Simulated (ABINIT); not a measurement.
Records of electronic-structure calculations.

## Beyond one shot: CsSrF3 (Pm-3m)

It takes space group Pm-3m (No. 221, cubic). Conventional cell: a = 4.763 Å, b = 4.763 Å, c = 4.763 Å, α = 90.00°, β = 90.00°, γ = 90.00°. Cs has 12 F at 3.37 Å nearest. Sr has 6 F at 2.38 Å nearest. Nearest to F lie 2 Sr at 2.38 Å and 4 Cs at 3.37 Å. Farther neighbours, and contacts between anions beyond the nearest, are not listed.

| Quantity | Value |
| --- | --- |
| method | RPA screening on LDA from quasiparticle energies, plane waves, norm-conserving pseudopotentials (and 5 further levels or steps) |
| program | ABINIT 10.8.3 |
| settings | cutoff 36 Ha, PseudoDojo scalar-relativistic 0.4.1 standard, norm-conserving, potential set dojo-sr-lda-0.4.1-standard, ngkpt (2, 2, 2), nband 91, ecuteps 3.9 Ha, gwcalctyp 10, inclvkb 2, shiftk (0, 0, 0), symchi 1, awtr 1, frequency ppm, cycle 4, q points all but q = 0, 2×2×2 k-mesh |
| notes | The program’s warnings: nproc spkpt=  >= nkpt= * nsppol=. The cell and positions are those that the Materials Project relaxed with its own functionals (PBE, PBE+U or r2SCAN), kept fixed. Limits: no spin-orbit coupling. The first cycle of evGW0 takes the full correction, without the factor Z, so it overshoots the one-shot value. The 2×2×2 mesh is coarse for this cell, which bears on the long-range parts of exchange and screening. |
| G0W0 | 9.580 eV |
| evGW0, cycle 1 | 10.249 eV |
| evGW0, cycle 2 | 10.153 eV |
| evGW0, cycle 3 | 10.151 eV |
| evGW, cycle 1 | 11.026 eV |
| evGW, cycle 2 | 11.170 eV |
| evGW, cycle 3 | 11.184 eV |
| evGW, cycle 4 | 11.186 eV |
| known limits | short of the basis limit; no spin-orbit coupling; coarse k mesh |

Only the bands that the input lists are updated; the higher empty ones keep the functional's energies. The evGW loop starts from the last levels of evGW0, so its cycles and time come on top of those.

[Paths, hosts, dates, memory and timing lines, banners, echoed tables and standing remarks are left out of the program output; an Ansatz launch command may be rebuilt from the run's recorded settings. Measured values are a selection of at most five: reports struck by readers or far from the other reports are left out. None is set beside runs whose start may be inverted or whose files or cutoffs have a known fault.]

[Runs of the session that timed out or met a known fault of the program may be left out.]

[Hosts, paths, dates, database ids (printed as entryN), source tags and the programs' standing remarks are cut or masked in the printed files.]

[G0W0 gaps are taken among the corrected bands and points alone; a level outside them can change the order at an edge.]

[Where Ansatz stands beside ABINIT at settings called matched, ABINIT's density can come from a denser mesh and the files from another edition; pairs whose starting gaps differed by over 0.03 eV were left out, so agreement reads better than it is.]
